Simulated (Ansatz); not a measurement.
# Li on Y(0001): change of the work function, part 4 of 5

Wanted: Δφ(θ) for Li/Y(0001), starting from the hcp site.

Ansatz 0.2.0; plane-wave DFT, PBE-D3(BJ), Ansatz PAW (the session's first sound run).

So far, work function, upper face (eV): step 2 (the clean slab) 3.36; step 3 (37 atoms, coverage 0.111 ML, cell 3x3) 3.15; step 4 (17 atoms, coverage 0.25 ML, cell 2x2) 2.91.

## 5. Adsorbate added, k-mesh 5×5×1, coverage 0.5 ML

System of this step: Li/Y(0001). The cell holds 18 atoms: 16 Y and 2 Li. Its edges and angles: a = 7.300 Å, b = 7.300 Å, c = 29.022 Å, α = 90.0°, β = 90.0°, γ = 60.0°. Vacuum lies along c.

Another coverage, to see how the dipoles act on each other as their distance changes.

The input, input.yaml:

```yaml
crystal:
  lattice:
    - [7.3, 0.0, 0.0]
    - [3.65, 6.3219854476, 0.0]
    - [0.0, 0.0, 29.0217078488]
  atoms:
    - { symbol: "Y", position: [0.3333333333, 0.3333333333, 0.3101126938] }
    - { symbol: "Y", position: [0.0, 0.0, 0.4089033996] }
    - { symbol: "Y", position: [0.3333333333, 0.3333333333, 0.5063586216] }
    - { symbol: "Y", position: [0.0, 0.0, 0.6006438463] }
    - { symbol: "Y", position: [0.3333333333, 0.8333333333, 0.3101126938] }
    - { symbol: "Y", position: [0.0, 0.5, 0.4089033996] }
    - { symbol: "Y", position: [0.3333333333, 0.8333333333, 0.5063586216] }
    - { symbol: "Y", position: [0.0, 0.5, 0.6006438463] }
    - { symbol: "Y", position: [0.8333333333, 0.3333333333, 0.3101126938] }
    - { symbol: "Y", position: [0.5, 0.0, 0.4089033996] }
    - { symbol: "Y", position: [0.8333333333, 0.3333333333, 0.5063586216] }
    - { symbol: "Y", position: [0.5, 0.0, 0.6006438463] }
    - { symbol: "Y", position: [0.8333333333, 0.8333333333, 0.3101126938] }
    - { symbol: "Y", position: [0.5, 0.5, 0.4089033996] }
    - { symbol: "Y", position: [0.8333333333, 0.8333333333, 0.5063586216] }
    - { symbol: "Y", position: [0.5, 0.5, 0.6006438463] }
    - { symbol: Li, position: [0.3333333333, 0.3333333333, 0.6898873062] }
    - { symbol: Li, position: [0.8333333333, 0.3333333333, 0.6898873062] }
kpoints:
  mp_grid: { grid: [5, 5, 1] }
hamiltonian:
  xc: pbe
  dispersion: d3bj
scf:
  occupations: { method: fermi_dirac, width: 0.1 }
  convergence: { dr2_threshold: 1.0e-08 }
efield:
  axis: 3
  dipole_correction: true
  ramp_position: 0.97
  ramp_width: 0.06
relax:
  f_tol: 0.02
  max_steps: 60
  constraints: [{ sites: [0, 1, 4, 5, 8, 9, 12, 13] }]
output:
  bader: true
  dos: { projected: true, e_range: [-8, 4] }
  write_potential: true
  write_density: true
  volumetric_format: npy
```

The run is started by

```
$ ansatz run input.yaml --threads 4 --pin off --max-ram 12288MiB --backend cpu --events-out ev --progress --plain --runs-dir out
```

Numbers of over 12 decimals in the logs are rounded to 6 here.

Output:

```text
[...]
Crystal: 18 atoms, lattice volume = 1339.366 Å³
Basis set: ecut = 420 eV, 26113 PW (Γ), exchange–correlation on 100×100×400 points (8 copies of the dense FFT grid, shifted against one another)
Bands: 110, of which v1, the nominal top of the filled ones, is band 91 counted from 1 (90 counted from 0)
Symmetry: 4 space group operations
[...]
7      Y     -0.7191     0.0002    -0.7418
[...]
14      Y      0.1566     0.0000     0.1182
    15      Y     -0.7191     0.0002    -0.7418
    16     Li      0.7598     0.0032     0.7598
    17     Li      0.7598     0.0032     0.7598
  maxima off the nuclei: 6, with 0.7881 electrons
[...]
charge, to which what the maxima have on the atom's side is counted
  estimated error of the sums over rays = 6.7e-4 e
[key lines of the parts left out:]
SCF converged after 7 iterations
Free energy (F): -61987.596392 eV
Fermi energy:    2.003227 eV
Dipole field:    D = 0.017584 V/Å  (p = 0.130155 e·Å, saw-weighted, corrected)
Work function:   Φ+ = 2.8543 eV   Φ− = 3.3646 eV
```

Elapsed: 4.5 min, on 4 threads of Arm Neoverse V2, shared host; peak memory 3.6 GiB.

Step by step:

```
step  energy less that of the first step (eV)  largest force component (eV/Å)
   1                                   0.0000                          0.1592
   2                                  -0.0301                          0.0371
   3                                  -0.0350                          0.0299
   4                                  -0.0428                          0.0286
   5                                  -0.0455                          0.0279
   6                                  -0.0464                          0.0162
   7                                  -0.0466                          0.0053
```

The run keeps the 4 symmetry operations that it works with, so distortions that break them were not tested.

The atoms that moved most (Å):

```csv
atom,dx,dy,dz,length
Li18,0.000,0.561,0.008,0.561
Li17,0.000,0.561,0.008,0.561
Y4,0.000,-0.001,0.170,0.170
Y12,0.000,-0.001,0.170,0.170
Y16,0.000,-0.037,-0.091,0.099
Y8,0.000,-0.037,-0.091,0.099
Y3,0.000,-0.024,-0.042,0.048
Y11,0.000,-0.024,-0.042,0.048
```

Final coordinates:

```xyz
18
Lattice="7.3000 0.0000 0.0000 3.6500 6.3220 0.0000 0.0000 0.0000 29.0217" Properties=species:S:1:pos:R:3
Y     3.6500    2.1073    9.0000
Y     0.0000    0.0000   11.8671
Y     3.6500    2.0835   14.6538
Y     0.0000   -0.0007   17.6019
Y     5.4750    5.2683    9.0000
Y     1.8250    3.1610   11.8671
Y     5.4750    5.2962   14.7292
Y     1.8250    3.1237   17.3403
Y     7.3000    2.1073    9.0000
Y     3.6500    0.0000   11.8671
Y     7.3000    2.0835   14.6538
Y     3.6500   -0.0007   17.6019
Y     9.1250    5.2683    9.0000
Y     5.4750    3.1610   11.8671
Y     9.1250    5.2962   14.7292
Y     5.4750    3.1237   17.3403
Li    3.6500    2.6686   20.0292
Li    7.3000    2.6686   20.0292
```

The density of states has structure finer than the step of the table below, so its rows give means over 0.25 eV, whole bins alone (the curve runs from -8 to 0.78 eV). Peaks (eV: height): -1.230: 27.4, -0.720: 26.2, -0.420: 37.8, -0.210: 40.3, -0.030: 45.3, 0.120: 73.9, 0.330: 50.2.

Table of density of states by energy, zero at the Fermi level; means over each step:

| energy (eV) | density of states (states/eV a cell) |
| --- | --- |
| -4.75 | 0 |
| -4.50 | 0.0145 |
| -4.25 | 1.22 |
| -4.00 | 1.44 |
| -3.75 | 2.16 |
| -3.50 | 3.63 |
| -3.25 | 3.88 |
| -3.00 | 3.90 |
| -2.75 | 3.98 |
| -2.50 | 6.62 |
| -2.25 | 8.71 |
| -2.00 | 4.19 |
| -1.75 | 17.2 |
| -1.50 | 13.5 |
| -1.25 | 18.5 |
| -1.00 | 18.3 |
| -0.75 | 18.2 |
| -0.50 | 25.6 |
| -0.25 | 28.7 |
| 0.00 | 33.9 |
| 0.25 | 38.9 |
| 0.50 | 22.9 |

The relaxation took 7 steps and lowered the energy by 0.047 eV; the largest force on the free atoms ends at 0.0053 eV/Å.

The covered face has 2.85 eV, -0.50 eV against the clean one; the bare back face has moved by -0.01 eV, a measure of how thin the slab is.

## 6. Adsorbate added, k-mesh 10×10×1, coverage 1 ML

System of this step: Li/Y(0001). The cell holds 5 atoms: 4 Y and 1 Li. Its edges and angles: a = 3.650 Å, b = 3.650 Å, c = 29.022 Å, α = 90.0°, β = 90.0°, γ = 60.0°. Vacuum lies along c.

Another coverage, to see how the dipoles act on each other as their distance changes.

input.yaml, the sections that differ from step 5:

```yaml
crystal:
  lattice:
    - [3.65, 0.0, 0.0]
    - [1.825, 3.1609927238, 0.0]
    - [0.0, 0.0, 29.0217078488]
  atoms:
    - { symbol: "Y", position: [0.6666666667, 0.6666666667, 0.3101126938] }
    - { symbol: "Y", position: [0.0, 0.0, 0.4089033996] }
    - { symbol: "Y", position: [0.6666666667, 0.6666666667, 0.5063586216] }
    - { symbol: "Y", position: [0.0, 0.0, 0.6006438463] }
    - { symbol: Li, position: [0.6666666667, 0.6666666667, 0.6898873062] }
kpoints:
  mp_grid: { grid: [10, 10, 1] }
relax:
  f_tol: 0.02
  max_steps: 60
  constraints: [{ sites: [0, 1] }]
output:
  bader: true
  write_potential: true
  write_density: true
  volumetric_format: npy
# hamiltonian, scf, efield: as in step 5
```

Output:

```text
[...]
Crystal: 5 atoms, lattice volume = 334.842 Å³
Basis set: ecut = 420 eV, 6421 PW (Γ), exchange–correlation on 50×50×400 points (8 copies of the dense FFT grid, shifted against one another)
Bands: 29, of which v1, the nominal top of the filled ones, is band 24 counted from 1 (23 counted from 0)
Symmetry: 6 space group operations
[...]
0      Y     -0.0747     0.0000    -0.1040
     1      Y      0.2210     0.0000     0.1196
     2      Y      0.0346     0.0000    -0.0853
     3      Y     -0.6986     0.0001    -0.7162
     4     Li      0.7859     0.0072     0.7859
  maxima off the nuclei: 3, with 0.2683 electrons
[...]
charge, to which what the maxima have on the atom's side is counted
  estimated error of the sums over rays = 5.7e-4 e
[key lines of the parts left out:]
SCF converged after 8 iterations
Free energy (F): -15599.551974 eV
Fermi energy:    2.166190 eV
Dipole field:    D = 0.021436 V/Å  (p = 0.039667 e·Å, saw-weighted, corrected)
Work function:   Φ+ = 2.7480 eV   Φ− = 3.3701 eV
```

Wall time 18 s (4 threads); peak memory 0.63 GiB; 70 s of CPU time.

Relaxation path:

```
step  energy less that of the first step (eV)  largest force component (eV/Å)
   1                                   0.0000                          0.1014
   2                                  -0.0009                          0.0683
   3                                  -0.0016                          0.0030
```

The run keeps the 6 symmetry operations that it works with, so distortions that break them were not tested.

The atoms that moved most (Å):

| atom | dx | dy | dz | length |
| --- | --- | --- | --- | --- |
| Y4 | 0.000 | 0.000 | 0.031 | 0.031 |
| Li5 | 0.000 | 0.000 | 0.019 | 0.019 |

The relaxed structure:

```xyz
5
Lattice="3.6500 0.0000 0.0000 1.8250 3.1610 0.0000 0.0000 0.0000 29.0217" Properties=species:S:1:pos:R:3
Y     3.6500    2.1073    9.0000
Y     0.0000    0.0000   11.8671
Y     3.6500    2.1073   14.6909
Y     0.0000    0.0000   17.4627
Li    3.6500    2.1073   20.0409
```

Running mean over 2.867 Å of the planar mean; the ramp of the sawtooth is left out. Table of electron's electrostatic potential energy less the Fermi level by z:

```
z (Å)  electron's electrostatic potential energy less the Fermi level (eV)
    4                                                                 3.36
    5                                                                 3.32
    6                                                                 3.02
    7                                                                 1.14
    8                                                                -4.09
    9                                                                -5.84
   10                                                                -5.58
   11                                                                -5.44
   12                                                                -5.51
   13                                                                -5.73
   14                                                                -5.62
   15                                                                -5.57
   16                                                                -5.98
   17                                                                -5.74
   18                                                                -5.34
   19                                                                -2.63
   20                                                                0.121
   21                                                                0.647
   22                                                                 2.13
   23                                                                 2.64
   24                                                                 2.73
   25                                                                 2.75
```

The relaxation took 3 steps and lowered the energy by 0.0016 eV; the largest force on the free atoms ends at 0.0030 eV/Å.

The covered face has 2.75 eV, -0.61 eV against the clean one; the bare back face has moved by -0.00 eV, a measure of how thin the slab is.

## 7. Work function against coverage

This step: plane-wave DFT, PBE-D3(BJ), Ansatz PAW; work function against coverage (Ansatz 0.2.0).

The runs are now put side by side.

This step gave:

```
work function of the clean face     : 3.357 eV
largest change of the work function : -0.6090 eV
```

Work function of the covered face against coverage:

```csv
coverage (adsorbates/nm²),work function of the covered face (eV)
0.00,3.36
0.96,3.15
2.17,2.91
4.33,2.85
8.67,2.75
```

The dipole per adsorbate comes from the change of the cell's dipole. Coverage, by row:

```csv
coverage (1/nm²),coverage (ML),work function (eV),change (eV),"dipole per adsorbate, positive end outwards (debye)",mean height of the added atoms over the highest substrate atom (Å)
0.9629,0.1111,3.147,-0.2102,0.573,2.526
2.167,0.25,2.913,-0.444,0.537,2.471
4.334,0.5,2.854,-0.5027,0.304,2.427
8.667,1,2.748,-0.609,0.186,2.578
```

## 8. The 0.25 ML cell at another level of theory, cutoff 1170 eV, functional PBE

This step: plane-wave DFT, PBE, JTH PAW (Ansatz 0.2.0).

System of this step: Li/Y(0001). The cell holds 17 atoms: 16 Y and 1 Li. Its edges and angles: a = 7.300 Å, b = 7.300 Å, c = 29.022 Å, α = 90.0°, β = 90.0°, γ = 60.0°. Vacuum lies along c.

The geometry is kept and the functional is PBE; other changes against the main runs: JTH PAW files, cutoff 420 → 1170 and no dispersion term, which doesn't act on the electrons.

The input, input.yaml:

```yaml
crystal:
  lattice:
    - [7.3, 0.0, 0.0]
    - [3.65, 6.3219854476, 0.0]
    - [0.0, 0.0, 29.0217078488]
  atoms:
    - { symbol: "Y", position: [0.3333333333, 0.3333333333, 0.3101126938] }
    - { symbol: "Y", position: [0.0, 0.0, 0.4089033996] }
    - { symbol: "Y", position: [0.3333333333, 0.3333333333, 0.5045589366] }
    - { symbol: "Y", position: [0.0, 0.0, 0.6062374946] }
    - { symbol: "Y", position: [0.3333333333, 0.8333333333, 0.3101126938] }
    - { symbol: "Y", position: [0.0, 0.5, 0.4089033996] }
    - { symbol: "Y", position: [0.3306628711, 0.8346685644, 0.5068868192] }
    - { symbol: "Y", position: [0.0088464171, 0.4955767915, 0.5995887721] }
    - { symbol: "Y", position: [0.8333333333, 0.3333333333, 0.3101126938] }
    - { symbol: "Y", position: [0.5, 0.0, 0.4089033996] }
    - { symbol: "Y", position: [0.8346685644, 0.3306628711, 0.5068868192] }
    - { symbol: "Y", position: [0.4955767915, 0.0088464171, 0.5995887721] }
    - { symbol: "Y", position: [0.8333333333, 0.8333333333, 0.3101126938] }
    - { symbol: "Y", position: [0.5, 0.5, 0.4089033996] }
    - { symbol: "Y", position: [0.8346685644, 0.8346685644, 0.5068868192] }
    - { symbol: "Y", position: [0.4955767915, 0.4955767915, 0.5995887721] }
    - { symbol: Li, position: [0.3333333333, 0.3333333333, 0.6913644967] }
kpoints:
  mp_grid: { grid: [5, 5, 1] }
hamiltonian:
  xc: pbe
  pseudopotentials: { kind: paw, source: jth }
scf:
  occupations: { method: fermi_dirac, width: 0.1 }
  convergence: { dr2_threshold: 1.0e-08 }
efield:
  axis: 3
  dipole_correction: true
  ramp_position: 0.97
  ramp_width: 0.06
output:
  write_potential: true
  write_density: true
  volumetric_format: npy
```

Output:

```text
Warning: <dir> the checks of this Y dataset prove no rule for summing its radial tables, as where they were carried onto another mesh than they were made on, and Gregory's rule is taken, under which a leading mesh point left out moves its sums only by what lay on the interval it spanned. That does not make them correct, and they differ from Quantum ESPRESSO's on this file; a re-export a fraction of a mesh step off can move them. hamiltonian.pseudopotentials.radial_quadrature: simpson_from_first_knot sums it by `pw.x`'s rule; on a PAW file no value gives `pw.x`'s numbers. What more to know: hamiltonian.pseudopotentials.radial_quadrature, in the input reference
Warning: <dir> the checks of this Li dataset prove no rule for summing its radial tables, as where they were carried onto another mesh than they were made on, and Gregory's rule is taken, under which a leading mesh point left out moves its sums only by what lay on the interval it spanned. That does not make them correct, and they differ from Quantum ESPRESSO's on this file; a re-export a fraction of a mesh step off can move them. hamiltonian.pseudopotentials.radial_quadrature: simpson_from_first_knot sums it by `pw.x`'s rule; on a PAW file no value gives `pw.x`'s numbers. What more to know: hamiltonian.pseudopotentials.radial_quadrature, in the input reference
Warning: basis.ecutrho_ratio 4 (ecutrho = 4680 eV, dense FFT grid 90×90×324): the grid does not resolve the core-correction charge of Y (measure 0.16 e/Å^2.5); warned from 0.08. The energy and each atom's force then go with where the atoms sit on the grid: [figures from the program's tests cut] If this deck is also warned that a cutoff or its ratio is below what is recommended, mend that before anything below. First try basis.xc_grid, which is 1 on this run (the dense grid itself), where it is not refused (2, then 3). Above 1 the core-correction charge is laid on the exchange–correlation grid, and this warning is never given, whether or not the level is enough: [rest of the remark cut]
[...]
Crystal: 17 atoms, lattice volume = 1339.366 Å³
Basis set: ecut = 1170 eV, 121919 PW (Γ)
Bands: 108, of which v1, the nominal top of the filled ones, is band 90 counted from 1 (89 counted from 0)
Symmetry: 6 space group operations
[...]
k-points: 5 of 25 (time reversal used)
[...]
SCF iter   1: F=—  HF=-61727.853451 eV  |F-HF|=—  |Δ(HF+E_count)|=         —  Δρ=1.91e-2  dr2=1.30e2  ethr=3.10e-3  p=-0.000 e·Å  D=-8.93e-9 V/Å  ΔV_dip=0.00 eV  dr2_dipole=1.87e-1  V_vac-E_F(+/−)=6.22/6.22 eV  ⟨swp⟩=5.0  Hψ=2532  notcnv=0
[...]
SCF iter  13: F=-61718.758752 eV  HF=-61718.758752 eV  |F-HF|=1.84e-9  |Δ(HF+E_count)|=   4.76e-7  Δρ=4.96e-7  dr2=4.96e-9  ethr=5.59e-12  p=0.116 e·Å  D=1.56e-2 V/Å  ΔV_dip=-0.45 eV  dr2_dipole=2.19e-12  V_vac-E_F(+/−)=2.92/3.37 eV  ⟨swp⟩=22.6  Hψ=2177  notcnv=0
SCF 1 converged in 13 iterations: F = -61718.758752 eV  dr2 = 4.96e-9
[...]
SCF converged after 13 iterations
Free energy (F): -61718.758752 eV
[...]
Internal energy: -61717.601583 eV  (E = F + TS)
E sigma→0 (E₀):  -61718.180168 eV
Entropy (-TS):   -1.157170 eV (-68.069 meV/atom)
Fermi energy:    1.926028 eV
Dipole field:    D = 0.015621 V/Å  (p = 0.115627 e·Å, saw-weighted, corrected)
Work function:   Φ+ = 2.9164 eV   Φ− = 3.3698 eV
[...]
--- Band table (eV; the first three rows and the last of 5) ---
  k-point 0: bands = [... 86 lower, 1.7141, 1.7830, 1.8415, 1.8426, 1.8426, 2.1020, 2.4082, 2.4272, ... 14 higher]
  k-point 1: bands = [... 86 lower, 1.7561, 1.8148, 1.8445, 1.8496, 1.8924, 2.1148, 2.3196, 2.3751, ... 14 higher]
  k-point 2: bands = [... 86 lower, 1.7690, 1.8196, 1.9397, 1.9734, 1.9927, 2.0268, 2.0491, 2.0728, ... 14 higher]
  k-point 4: bands = [... 86 lower, 1.8086, 1.8285, 1.8460, 1.8841, 1.9537, 2.0323, 2.0439, 2.0700, ... 14 higher]
```

It took 2.9 min on 4 threads; peak memory 8.8 GiB.

Numbers from this step:

```
energy at zero smearing        : -61718.1802 eV
work function, upper face      : 2.916 eV
dipole along the normal        : 0.1156 e·Å
step between the vacuum levels : -0.4534 eV
```

The work function comes to 2.92 eV, +0.00 eV from the first level.

## 9. The 0.25 ML cell at another level of theory, cutoff 420 eV, functional revpbe

This step: plane-wave DFT, revPBE, Ansatz PAW (Ansatz 0.2.0).

The geometry is kept and the functional is revPBE; other changes against the main runs: no dispersion term, which doesn't act on the electrons.

Edit input.yaml of step 8 so:

```diff
@@ -26,4 +26,3 @@
 hamiltonian:
-  xc: pbe
-  pseudopotentials: { kind: paw, source: jth }
+  xc: revpbe
 scf:
```

Output:

```text
[...]
Crystal: 17 atoms, lattice volume = 1339.366 Å³
Basis set: ecut = 420 eV, 26113 PW (Γ)
Bands: 108, of which v1, the nominal top of the filled ones, is band 90 counted from 1 (89 counted from 0)
Symmetry: 6 space group operations
[...]
k-points: 5 of 25 (time reversal used)
[...]
SCF iter   1: F=—  HF=-61856.829104 eV  |F-HF|=—  |Δ(HF+E_count)|=         —  Δρ=4.21e-3  dr2=1.11e1  ethr=1.77e-3  p=0.257 e·Å  D=3.47e-2 V/Å  ΔV_dip=-1.01 eV  dr2_dipole=3.60e0  V_vac-E_F(+/−)=1.94/2.95 eV  ⟨swp⟩=11.2  Hψ=2961  notcnv=0
[...]
SCF iter  11: F=-61856.560963 eV  HF=-61856.560963 eV  |F-HF|=1.42e-9  |Δ(HF+E_count)|=   9.39e-9  Δρ=3.10e-7  dr2=4.25e-9  ethr=5.59e-12  p=0.109 e·Å  D=1.47e-2 V/Å  ΔV_dip=-0.43 eV  dr2_dipole=8.53e-11  V_vac-E_F(+/−)=2.84/3.27 eV  ⟨swp⟩=2.4  Hψ=1029  notcnv=0
SCF 1 converged in 11 iterations: F = -61856.560963 eV  dr2 = 4.25e-9
[...]
SCF converged after 11 iterations
Free energy (F): -61856.560963 eV
[...]
Internal energy: -61855.405052 eV  (E = F + TS)
E sigma→0 (E₀):  -61855.983008 eV
Entropy (-TS):   -1.155911 eV (-67.995 meV/atom)
Fermi energy:    1.996194 eV
Dipole field:    D = 0.014727 V/Å  (p = 0.109009 e·Å, saw-weighted, corrected)
Work function:   Φ+ = 2.8433 eV   Φ− = 3.2707 eV
[...]
--- Band table (eV; the first three rows and the last of 5) ---
  k-point 0: bands = [... 86 lower, 1.7839, 1.8552, 1.9108, 1.9110, 1.9110, 2.1837, 2.4787, 2.4915, ... 14 higher]
  k-point 1: bands = [... 86 lower, 1.8254, 1.8855, 1.9144, 1.9186, 1.9635, 2.1927, 2.3845, 2.4386, ... 14 higher]
  k-point 2: bands = [... 86 lower, 1.8402, 1.8884, 2.0094, 2.0432, 2.0631, 2.0970, 2.1142, 2.1412, ... 14 higher]
  k-point 4: bands = [... 86 lower, 1.8791, 1.8963, 1.9155, 1.9534, 2.0277, 2.1041, 2.1167, 2.1435, ... 14 higher]
```

Run time: 30 s. Hardware: 4 threads; peak memory 3 GiB; 1.9 min of CPU time.

This step gave:

| Property | Result |
| --- | --- |
| energy at zero smearing | -61855.9830 eV |
| work function, upper face | 2.843 eV |
| work function, lower face | 3.271 eV |
| dipole along the normal | 0.1090 e·Å |
| step between the vacuum levels | -0.4274 eV |

The work function comes to 2.84 eV, -0.07 eV from the first level.

[end of part 4 of 5]

[Logs are printed without paths, hosts, clocks, repeated set-up lines and the standing remarks that a program may print on its own settings, such as how far it seeks lower states.]

[Hosts, paths, dates, database ids (printed as entryN), source tags and the programs' standing remarks are cut or masked in the printed files.]

[Maps of the electrostatic potential energy from Ansatz leave out the sawtooth potential of an applied field or a dipole correction, so their vacuum need not be flat; planar profiles and work functions include it.]

[The density of states shown here was stored with 400 of the rows of the run's finer table, so its peaks can read low, often by over a quarter, or be missed, and its means over a window can be off by a tenth or more.]
